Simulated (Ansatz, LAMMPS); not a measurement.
# A frame of liquid K2Si2O5 from 1350 K, run at 400 K (117 atoms): a short ab initio trajectory

Wanted: a short trajectory of a frame of liquid K2Si2O5 from 1350 K, run at 400 K (117 atoms) with its pair distributions.

Method: Kohn-Sham DFT, PBE, PAW (set soft_2), plane waves, in Ansatz 0.2.0.

### Step 1. Set-up

The cell holds 117 atoms: 26 K, 65 O and 26 Si. Cell: a = 12.768 Å, b = 12.768 Å, c = 12.768 Å, α = 90.0°, β = 90.0°, γ = 90.0°. 117 atoms (26 K, 65 O, 26 Si) placed at random at 2.18 g/cm³, melted at 4500 K for 20 ps at fixed volume with the Morse and Coulomb pair potential with partial charges (Pedone, Malavasi, Menziani, Cormack and Segre, J. Phys. Chem. B 110, 11780 (2006)). Snapshot at the end of a hold of 20 ps at 1350 K and zero pressure.

What the set-up can't give: The network of bonds at the start is that of the classical potential that made the cell. The cell was made at 1350 K but the dynamics is set to 400 K: the trajectory isn't one at 1350 K. The Brillouin zone is sampled at Γ only, in a cell whose shortest periodic width is 13 Å.

### Step 2. Single point at the start

The forces at the start show how far the geometry lies from a minimum of this functional.

The input, input.yaml:

```yaml
crystal:
  lattice:
    - [12.7679, 0.0, 0.0]
    - [0.0, 12.7679, 0.0]
    - [0.0, 0.0, 12.7679]
  atoms:
    - { symbol: K, position: [0.02889, 0.26555, 0.85142] }
    - { symbol: K, position: [0.44219, 0.33897, 0.0491] }
    - { symbol: K, position: [0.2036, 0.68487, 0.69788] }
    - { symbol: K, position: [0.8661, 0.77785, 0.41803] }
    [... 107 atom lines left out ...]
    - { symbol: Si, position: [0.58622, 0.28952, 0.76671] }
    - { symbol: Si, position: [0.29959, 0.44751, 0.53028] }
    - { symbol: Si, position: [0.59721, 0.04431, 0.44667] }
    - { symbol: Si, position: [0.52184, 0.48428, 0.64488] }
    - { symbol: Si, position: [0.10339, 0.51062, 0.968] }
    - { symbol: Si, position: [0.56867, 0.73736, 0.02808] }
kpoints:
  mp_grid: { grid: [1, 1, 1] }
hamiltonian:
  xc: pbe
scf:
  occupations: { method: fermi_dirac, width: 0.116 }
output:
  forces: true
```

Run with:

```sh
$ ansatz run input.yaml --threads 4 --pin off --max-ram 8192MiB --backend cpu --events-out ev --progress --plain --runs-dir out
```

It took 30 s on 4 threads of Arm Neoverse V2, shared host; peak memory 2.8 GiB; 2 min of CPU time.

The run gave:

```yaml
free_energy: -93480.4619 eV
free_energy_per_atom: -798.9783 eV/atom
scf_cycles: 12
r_m_s_force_component: 2.504 eV/Å
longest_force: 12.28 eV/Å
fermi_energy: 5.001 eV
```

The r.m.s. force component of 2.5 eV/Å sets the starting point.

Length of the force by element:

| element | coordination | atoms | mean length of the force (eV/Å) | spread | least | most |
| --- | --- | --- | --- | --- | --- | --- |
| K | all | 26 | 1.29 | 0.736 | 0.0597 | 2.97 |
| O | all | 65 | 3.38 | 2.52 | 0.650 | 11.9 |
| Si | all | 26 | 5.54 | 2.69 | 1.24 | 12.3 |

### Step 3. Dynamics started at 400 K

A Nosé–Hoover thermostat steers the temperature while disturbing the dynamics little. The time step is 1.0 fs.

Changes to input.yaml since step 2:

```diff
@@ -15 +15,8 @@
   forces: true
+md:
+  timestep: 1.0
+  n_steps: 110
+  ensemble: nvt_nose_hoover
+  temperature: 400
+  initial_velocities: maxwell_boltzmann
+  seed: 7465
```

The job ended after 31 min (4 threads; peak memory 3.1 GiB).

The program notes that it switched symmetry off.

The trajectory, sampled:

| time (fs) | T (K) | potential (meV/atom) | conserved (meV/atom) |
| --- | --- | --- | --- |
| 0.0 | 400 | 0.0 | 0.00 |
| 7.0 | 1080 | -88.0 | -0.70 |
| 15.0 | 1114 | -95.1 | -0.37 |
| 22.0 | 1171 | -107.6 | -0.46 |
| 29.0 | 1148 | -112.1 | -0.48 |
| 37.0 | 1019 | -102.8 | -0.36 |
| 44.0 | 1290 | -144.2 | -0.56 |
| 51.0 | 1226 | -143.0 | -0.41 |
| 59.0 | 1359 | -169.2 | -0.59 |
| 66.0 | 1169 | -153.7 | -0.43 |
| 73.0 | 1275 | -175.9 | -0.55 |
| 81.0 | 1233 | -182.2 | -0.53 |
| 88.0 | 1137 | -179.1 | -0.51 |
| 95.0 | 1165 | -192.2 | -0.58 |
| 103.0 | 1083 | -191.8 | -0.56 |
| 110.0 | 1092 | -201.8 | -0.59 |

Mean square displacement from the first frame to the last: K 0.64 Å², O 0.33 Å², Si 0.21 Å².

Table of mean square displacement by time lag:

| time lag (fs) | K (Å²) | O (Å²) | Si (Å²) |
| --- | --- | --- | --- |
| 1.0 | 7.6e-5 | 1.7e-4 | 1.0e-4 |
| 3.0 | 6.9e-4 | 0.00157 | 9.2e-4 |
| 5.0 | 0.00193 | 0.00430 | 0.00252 |
| 7.0 | 0.00379 | 0.00827 | 0.00483 |
| 12.0 | 0.0112 | 0.0224 | 0.0129 |
| 14.0 | 0.0154 | 0.0291 | 0.0166 |
| 16.0 | 0.0201 | 0.0362 | 0.0204 |
| 19.0 | 0.0284 | 0.0471 | 0.0259 |
| 21.0 | 0.0348 | 0.0545 | 0.0294 |
| 23.0 | 0.0418 | 0.0618 | 0.0326 |
| 25.0 | 0.0494 | 0.0692 | 0.0357 |
| 30.0 | 0.0711 | 0.0875 | 0.0426 |
| 32.0 | 0.0808 | 0.0950 | 0.0452 |
| 34.0 | 0.0911 | 0.103 | 0.0478 |
| 37.0 | 0.108 | 0.114 | 0.0519 |
| 39.0 | 0.119 | 0.122 | 0.0547 |
| 41.0 | 0.131 | 0.131 | 0.0577 |
| 43.0 | 0.144 | 0.139 | 0.0607 |
| 48.0 | 0.177 | 0.159 | 0.0685 |
| 50.0 | 0.192 | 0.167 | 0.0717 |
| 52.0 | 0.206 | 0.174 | 0.0748 |
| 55.0 | 0.229 | 0.185 | 0.0794 |

Over the second half of 110 fs the temperature averages 1197 K, falling from about 1271 to 1094 K (means over the first and last quarter of that half). The conserved energy stays within 0.70 meV/atom. From first frame to last K has the largest mean square displacement, 0.64 Å² at the end; the farthest move is 1.22 Å. The mean temperature of 1197 K lies well off the 400 K of the input, so the thermostat hasn't yet brought the run to equilibrium. The count of bonds goes from 231 in the first frame to 248 in the last, by one set of cutoffs: 22 pairs passed out of them and 39 came within. The run spans 0.11 ps, too short for its means to be equilibrium values.

### Step 4. Structure statistics late in the run

The g(r) is a mean over the second half; what follows it is taken at the last frame.

Bonds before and after, by the cutoffs listed below:

| pair | bonds before | bonds after | mean before (Å) | mean after (Å) | spread before (Å) | spread after (Å) |
| --- | --- | --- | --- | --- | --- | --- |
| O-K | 127 | 144 | 2.948 | 2.909 | 0.301 | 0.303 |
| O-Si | 104 | 104 | 1.633 | 1.666 | 0.102 | 0.084 |

Density 2.22 g/cm³, 17.79 Å³ an atom.

Mean of 15 frames. g(r), total and by pair (bins of 0.2 Å):

| r (Å) | total | O-O | O-K | O-Si | K-K | K-Si | Si-Si |
| --- | --- | --- | --- | --- | --- | --- | --- |
| 1.40 | 0.03 | 0.00 | 0.00 | 0.12 | 0.00 | 0.00 | 0.00 |
| 1.60 | 3.48 | 0.00 | 0.00 | 14.16 | 0.00 | 0.00 | 0.00 |
| 1.80 | 1.02 | 0.00 | 0.00 | 4.14 | 0.00 | 0.00 | 0.00 |
| 2.00 | 0.05 | 0.00 | 0.00 | 0.19 | 0.00 | 0.00 | 0.00 |
| 2.20 | 0.04 | 0.01 | 0.14 | 0.00 | 0.00 | 0.00 | 0.00 |
| 2.40 | 0.45 | 0.61 | 1.05 | 0.00 | 0.00 | 0.00 | 0.00 |
| 2.60 | 1.75 | 3.98 | 2.11 | 0.00 | 0.00 | 0.00 | 0.00 |
| 2.80 | 1.58 | 3.44 | 1.77 | 0.00 | 0.67 | 0.26 | 0.38 |
| 3.00 | 0.82 | 0.62 | 1.44 | 0.11 | 0.73 | 0.57 | 3.08 |
| 3.20 | 0.88 | 0.28 | 1.02 | 0.38 | 1.71 | 1.38 | 4.52 |
| 3.40 | 0.83 | 0.36 | 0.89 | 0.62 | 1.57 | 1.93 | 1.57 |
| 3.60 | 0.89 | 0.60 | 0.81 | 0.91 | 1.78 | 1.91 | 0.04 |
| 3.80 | 1.06 | 0.81 | 0.75 | 1.55 | 1.20 | 1.89 | 0.06 |
| 4.00 | 1.15 | 0.80 | 0.98 | 1.87 | 0.98 | 1.31 | 0.33 |
| 4.20 | 1.22 | 0.92 | 0.75 | 2.13 | 1.17 | 1.27 | 0.80 |
| 4.40 | 0.99 | 0.83 | 0.85 | 1.31 | 1.07 | 0.95 | 1.00 |
| 4.60 | 0.90 | 1.09 | 0.90 | 0.72 | 1.11 | 0.80 | 0.65 |
| 4.80 | 1.04 | 1.31 | 1.18 | 0.62 | 0.68 | 0.84 | 1.46 |
| 5.00 | 1.11 | 1.42 | 1.31 | 0.72 | 0.82 | 0.71 | 1.20 |
| 5.20 | 1.12 | 1.44 | 1.12 | 0.89 | 1.02 | 0.62 | 1.18 |
| 5.40 | 1.01 | 1.10 | 1.05 | 0.99 | 0.83 | 0.74 | 1.07 |
| 5.60 | 0.89 | 0.72 | 1.06 | 0.89 | 1.14 | 0.72 | 1.10 |
| 5.80 | 0.88 | 0.75 | 0.82 | 1.02 | 1.13 | 0.73 | 1.43 |
| 6.00 | 0.98 | 0.94 | 0.84 | 1.06 | 1.14 | 1.07 | 1.18 |
| 6.20 | 1.01 | 0.88 | 0.99 | 1.19 | 1.03 | 1.05 | 0.97 |

Bonds by pair of elements; cutoffs follow the first minimum of g(r), held within bounds set by covalent radii, and pairs that aren't listed don't count as bonded:

| pair A-B | cutoff (Å) | bonds | mean length (Å) | spread (Å) | shortest (Å) | B about A | A about B |
| --- | --- | --- | --- | --- | --- | --- | --- |
| O-K | 3.48 | 144 | 2.91 | 0.303 | 2.28 | 2.21 | 5.54 |
| O-Si | 2.16 | 104 | 1.67 | 0.084 | 1.51 | 1.6 | 4 |

How many atoms have how many bonded neighbours:

| element | mean | 2 | 3 | 4 | 5 | 6 | 7 | 8 |
| --- | --- | --- | --- | --- | --- | --- | --- | --- |
| K | 5.54 | 2 | 0 | 3 | 7 | 8 | 3 | 3 |
| O | 3.81 | 5 | 19 | 26 | 13 | 2 | 0 | 0 |
| Si | 4 | 0 | 0 | 26 | 0 | 0 | 0 | 0 |

Bond angles, per cent of each kind in bins of 5°:

| angle (°) | O-K-O | K-O-Si | O-Si-O | K-O-K | Si-O-Si |
| --- | --- | --- | --- | --- | --- |
| 40–45 | 0.3 | 0.0 | 0.0 | 0.0 | 0.0 |
| 45–50 | 4.2 | 0.0 | 0.0 | 0.0 | 0.0 |
| 50–55 | 9.2 | 0.0 | 0.0 | 1.4 | 0.0 |
| 55–60 | 4.8 | 0.0 | 0.0 | 3.6 | 0.0 |
| 60–65 | 2.0 | 1.5 | 0.0 | 2.9 | 0.0 |
| 65–70 | 2.2 | 1.0 | 0.0 | 8.6 | 0.0 |
| 70–75 | 3.6 | 1.5 | 0.0 | 5.8 | 0.0 |
| 75–80 | 3.9 | 6.0 | 0.0 | 9.3 | 0.0 |
| 80–85 | 3.9 | 6.5 | 0.0 | 8.6 | 0.0 |
| 85–90 | 5.0 | 9.5 | 1.9 | 9.3 | 0.0 |
| 90–95 | 7.8 | 9.5 | 2.6 | 5.0 | 0.0 |
| 95–100 | 5.3 | 10.5 | 3.9 | 2.9 | 0.0 |
| 100–105 | 5.6 | 10.5 | 19.2 | 2.9 | 0.0 |
| 105–110 | 6.7 | 12.0 | 27.6 | 3.6 | 0.0 |
| 110–115 | 6.7 | 6.5 | 23.1 | 4.3 | 2.6 |
| 115–120 | 2.5 | 4.0 | 12.8 | 4.3 | 0.0 |
| 120–125 | 3.1 | 3.5 | 7.0 | 4.3 | 12.8 |
| 125–130 | 4.5 | 4.5 | 1.3 | 4.3 | 12.8 |
| 130–135 | 2.5 | 2.0 | 0.6 | 2.9 | 10.3 |
| 135–140 | 2.5 | 2.5 | 0.0 | 2.2 | 10.3 |
| 140–145 | 4.5 | 3.0 | 0.0 | 3.6 | 17.9 |
| 145–150 | 2.8 | 0.0 | 0.0 | 1.4 | 2.6 |
| 150–155 | 2.0 | 1.0 | 0.0 | 2.2 | 7.7 |
| 155–160 | 2.0 | 1.5 | 0.0 | 0.0 | 10.3 |
| 160–165 | 1.1 | 1.5 | 0.0 | 2.2 | 2.6 |
| 165–170 | 0.8 | 0.5 | 0.0 | 1.4 | 7.7 |
| 170–175 | 0.3 | 1.0 | 0.0 | 2.9 | 2.6 |

Bond angles (no mean is given where the spread exceeds 20°):

| angle | count | mean (°) | spread (°) |
| --- | --- | --- | --- |
| O-K-O | 357 | - | - |
| K-O-Si | 200 | - | - |
| O-Si-O | 156 | 109 | 7.6 |
| K-O-K | 139 | - | - |
| Si-O-Si | 39 | 142 | 15.1 |

Oxygen atoms by the number of network formers (Si, P, Ge, B, Al, As, Ga) bound to them:

| network formers bound to O | O atoms | per cent |
| --- | --- | --- |
| 0 | 0 | 0 |
| 1 | 26 | 40 |
| 2 | 39 | 60 |

Network units: each former by its oxygen neighbours and how many of them bridge to another former:

| former | O neighbours | bridging O | atoms |
| --- | --- | --- | --- |
| Si | 4 | 1 | 2 |
| Si | 4 | 2 | 6 |
| Si | 4 | 3 | 8 |
| Si | 4 | 4 | 10 |

Bond length by coordination (bonds to H left out):

| element | coordination | atoms | mean bond length (Å) |
| --- | --- | --- | --- |
| K | 2 | 2 | 2.53 |
| K | 4 | 3 | 2.84 |
| K | 5 | 7 | 2.82 |
| K | 6 | 8 | 2.96 |
| K | 7 | 3 | 2.93 |
| K | 8 | 3 | 3.02 |
| O | 2 | 5 | 1.65 |
| O | 3 | 19 | 2.13 |
| O | 4 | 26 | 2.45 |
| O | 5 | 13 | 2.57 |
| O | 6 | 2 | 2.70 |

Rings of the network by King's shortest-path rule, up to 12 atoms, one path for each pair of neighbours; H, halogens, alkali and alkaline-earth atoms are left out, and the last column divides by all other atoms, bonded or not:

| ring size (atoms) | rings | per network atom |
| --- | --- | --- |
| 6 | 1 | 0.011 |
| 8 | 3 | 0.033 |
| 10 | 5 | 0.055 |
| 12 | 4 | 0.044 |

First main peaks of g(r), for some of the pairs, lie near 2.7 Å (O-O), 2.7 Å (O-K), 1.6 Å (O-Si) and 3.1 Å (Si-Si). With the cutoffs above, 31 % of K atoms have 6, 40 % of O atoms have 4 and all Si atoms have 4 bonded neighbours. 60 % of the oxygens bridge two formers (Si) and 40 % are non-bridging. The commonest Si unit has 4 oxygens, 4 of them shared with other formers (10 of 26 atoms). Rings of 10 atoms are the most common (38 % of those counted); sizes run from 6 to 12, where the search stops.

### Step 5. Single point at the last frame

The last frame is solved once more, with the analyses that the dynamics left out.

The input, input.yaml:

```yaml
crystal:
  lattice:
    - [12.7679, 0.0, 0.0]
    - [0.0, 12.7679, 0.0]
    - [0.0, 0.0, 12.7679]
  atoms:
    - { symbol: K, position: [0.08789, 0.26521, 0.81867] }
    - { symbol: K, position: [0.44124, 0.34296, 0.02645] }
    - { symbol: K, position: [0.20674, 0.68806, 0.66569] }
    - { symbol: K, position: [0.86751, 0.80301, 0.4222] }
    [... 107 atom lines left out ...]
    - { symbol: Si, position: [0.5861, 0.27789, 0.76612] }
    - { symbol: Si, position: [0.29216, 0.42068, 0.52951] }
    - { symbol: Si, position: [0.58641, 0.04817, 0.45311] }
    - { symbol: Si, position: [0.48883, 0.4708, 0.67161] }
    - { symbol: Si, position: [0.11799, 0.49591, 0.96539] }
    - { symbol: Si, position: [0.58942, 0.79118, 0.06509] }
kpoints:
  mp_grid: { grid: [1, 1, 1] }
hamiltonian:
  xc: pbe
scf:
  occupations: { method: fermi_dirac, width: 0.116 }
output:
  forces: true
  stress: true
  populations: true
  dos:
    method: { smearing: { sigma: 0.15 } }
    de: 0.1
    projected: { site_lists: { K: [K], O: [O], Si: [Si] } }
  eigenvalues: true
  write_density: true
  write_potential: true
  volumetric_format: npy
  elf: true
```

Wall time 53 s (4 threads); peak memory 2.9 GiB.

The program notes that the exchange-correlation potential is rough where the density is thin.

Numbers from this run:

```yaml
free_energy: -93504.0691 eV
free_energy_per_atom: -799.1801 eV/atom
scf_cycles: 11
pressure: -0.2618 GPa
r_m_s_force_component: 1.219 eV/Å
longest_force: 4.882 eV/Å
fermi_energy: 4.843 eV
spacing_of_highest_filled_and_lowest_empty_level: 1.958 eV
spilling_of_the_projection: 0.01085
```

Neighbours are counted within 3.48 Å (O-K), 2.16 Å (O-Si), the cutoffs taken from the dynamics.

Length of the force by element and coordination:

| element | coordination | atoms | mean length of the force (eV/Å) | spread | least | most |
| --- | --- | --- | --- | --- | --- | --- |
| K | all | 26 | 0.698 | 0.336 | 0.143 | 1.62 |
| K | 2 | 2 | 0.520 | 0.137 | 0.383 | 0.657 |
| K | 4 | 3 | 0.527 | 0.208 | 0.234 | 0.689 |
| K | 5 | 7 | 0.704 | 0.470 | 0.143 | 1.62 |
| K | 6 | 8 | 0.783 | 0.311 | 0.175 | 1.10 |
| K | 7 | 3 | 0.879 | 0.161 | 0.692 | 1.09 |
| K | 8 | 3 | 0.567 | 0.0599 | 0.502 | 0.646 |
| O | all | 65 | 1.76 | 0.999 | 0.101 | 4.88 |
| O | 2 | 5 | 1.97 | 0.959 | 0.995 | 3.54 |
| O | 3 | 19 | 1.77 | 0.952 | 0.523 | 3.50 |
| O | 4 | 26 | 1.71 | 1.02 | 0.101 | 4.88 |
| O | 5 | 13 | 1.81 | 1.07 | 0.441 | 4.15 |
| O | 6 | 2 | 1.28 | 0.492 | 0.784 | 1.77 |
| Si | all | 26 | 2.92 | 0.873 | 1.28 | 4.31 |

Löwdin charges by element and coordination (they lack the spilled electrons, 0.068 e an atom on average):

| element | coordination | atoms | mean charge (e) | spread | least | most |
| --- | --- | --- | --- | --- | --- | --- |
| K | all | 26 | 0.867 | 0.0103 | 0.845 | 0.886 |
| K | 2 | 2 | 0.880 | 0.0059 | 0.874 | 0.886 |
| K | 4 | 3 | 0.862 | 0.0082 | 0.854 | 0.873 |
| K | 5 | 7 | 0.861 | 0.009 | 0.845 | 0.870 |
| K | 6 | 8 | 0.868 | 0.0078 | 0.852 | 0.879 |
| K | 7 | 3 | 0.878 | 0.007 | 0.870 | 0.886 |
| K | 8 | 3 | 0.863 | 0.0087 | 0.856 | 0.875 |
| O | all | 65 | -0.878 | 0.0907 | -1.05 | -0.761 |
| O | 2 | 5 | -0.779 | 0.0134 | -0.802 | -0.761 |
| O | 3 | 19 | -0.816 | 0.044 | -0.966 | -0.766 |
| O | 4 | 26 | -0.903 | 0.0875 | -1.05 | -0.775 |
| O | 5 | 13 | -0.933 | 0.0791 | -1.02 | -0.816 |
| O | 6 | 2 | -1.02 | 0.0139 | -1.03 | -1.00 |
| Si | all | 26 | 1.63 | 0.0839 | 1.43 | 1.75 |

Density of states as counts of states in windows of 1 eV (from the Fermi level), total and the larger projections:

| from (eV) | to (eV) | total | O p | Si p | K s | O s | K p |
| --- | --- | --- | --- | --- | --- | --- | --- |
| -18 | -17 | 20.8 | 0.4 | 2.5 | 0.3 | 16.3 | 0.4 |
| -17 | -16 | 5.7 | 0.0 | 0.7 | 0.1 | 4.5 | 0.3 |
| -16 | -15 | 12.9 | 0.1 | 0.0 | 0.0 | 0.1 | 12.7 |
| -15 | -14 | 50.3 | 0.4 | 0.1 | 0.1 | 0.4 | 49.3 |
| -14 | -13 | 83.2 | 0.9 | 0.2 | 0.1 | 0.5 | 81.4 |
| -13 | -12 | 10.5 | 0.8 | 0.1 | 0.0 | 0.2 | 9.2 |
| -12 | -11 | 8.4 | 5.5 | 0.5 | 0.0 | 0.4 | 0.1 |
| -11 | -10 | 10.7 | 7.1 | 0.9 | 0.0 | 0.6 | 0.1 |
| -10 | -9 | 13.6 | 9.5 | 1.7 | 0.0 | 0.6 | 0.0 |
| -9 | -8 | 25.4 | 18.7 | 4.4 | 0.0 | 0.7 | 0.1 |
| -8 | -7 | 22.3 | 16.8 | 3.9 | 0.0 | 0.7 | 0.1 |
| -7 | -6 | 26.5 | 21.7 | 2.5 | 0.1 | 1.3 | 0.1 |
| -6 | -5 | 59.1 | 50.1 | 3.9 | 0.4 | 2.4 | 0.3 |
| -5 | -4 | 71.3 | 63.6 | 3.2 | 0.6 | 1.8 | 0.3 |
| -4 | -3 | 56.2 | 51.0 | 2.0 | 0.7 | 0.9 | 0.3 |
| -3 | -2 | 61.2 | 56.6 | 1.9 | 0.6 | 0.4 | 0.3 |
| -2 | -1 | 32.9 | 31.2 | 0.4 | 0.2 | 0.1 | 0.1 |
| -1 | 0 | 1.5 | 1.5 | 0.0 | 0.0 | 0.0 | 0.0 |
| 0 | 1 | 1.1 | 0.0 | 0.0 | 0.9 | 0.1 | 0.0 |
| 1 | 2 | 3.1 | 0.2 | 0.1 | 2.0 | 0.3 | 0.0 |
| 2 | 3 | 12.1 | 1.0 | 0.7 | 6.6 | 1.0 | 0.1 |
| 3 | 4 | 24.2 | 2.2 | 3.1 | 7.9 | 1.8 | 0.1 |
| 4 | 5 | 47.7 | 3.4 | 8.2 | 7.6 | 2.6 | 0.1 |

Between -26 and -18 eV lie 103 more states.

The stored curve holds about 676 of the 728 electrons; the rest, give or take the few that broadening carries across the Fermi level, lie in deeper levels below its range.

The levels nearest the highest filled one (over half full), pooled over k-points and spins:

| level less the highest filled one (eV) | occupation |
| --- | --- |
| -0.470 | 2 |
| -0.388 | 2 |
| -0.363 | 2 |
| -0.333 | 2 |
| -0.122 | 2 |
| 0 | 2 |
| 1.96 | 0.001 |
| 2.79 | 0 |
| 3.07 | 0 |
| 3.38 | 0 |
| 3.63 | 0 |
| 3.77 | 0 |

Mean Löwdin charges: K +0.87, O -0.88, Si +1.63 e (they miss 1.1 % of the electrons, so they add up to more than the cell's charge). The largest share in the top eV of filled states is O p (97 % of the projected weight), and in the lowest eV of empty states K s (74 % of the projected weight).

### Step 6. What came out

- mean temperature, second half: 1197 K
- temperature swing, second half: 92.92 K
- slope of the conserved energy against time, by least squares: -1.65 meV/atom/ps
- free energy per atom: -799.1801 eV/atom
- pressure: -0.2618 GPa
- r.m.s. force component: 1.219 eV/Å
- gap (highest filled to lowest empty level): 1.958 eV
- wall time of the 3 DFT runs: 33 min

**Reading.** Over the second half of 110 fs the temperature averages 1197 K, falling from about 1271 to 1094 K (means over the first and last quarter of that half). The conserved energy stays within 0.70 meV/atom. The mean temperature of 1197 K lies well off the 400 K of the input, so the thermostat hasn't yet brought the run to equilibrium. The count of bonds goes from 231 in the first frame to 248 in the last, by one set of cutoffs: 22 pairs passed out of them and 39 came within. The run spans 0.11 ps, too short for its means to be equilibrium values. With the cutoffs above, 31 % of K atoms have 6, 40 % of O atoms have 4 and all Si atoms have 4 bonded neighbours. 60 % of the oxygens bridge two formers (Si) and 40 % are non-bridging.

Filled and empty levels are parted by 1.96 eV (at Γ alone); a semilocal functional tends to put such gaps too low. In a disordered cell it changes from sample to sample and from frame to frame.

**Limits.** The starting topology of bonds comes from the classical model; in DFT 22 of its 231 bonded pairs passed out of the cutoffs and 39 came within them. The stress is far from hydrostatic: its diagonal is -0.6, 1.7, -1.9 GPa, compression counted positive. The pressure of a single frame lacks the kinetic term, about 0.93 GPa here.

[Logs are printed without paths, hosts, clocks, repeated set-up lines and the standing remarks that a program may print on its own settings, such as how far it seeks lower states.]

[Hosts, paths, dates, database ids (printed as entryN), source tags and the programs' standing remarks are cut or masked in the printed files.]
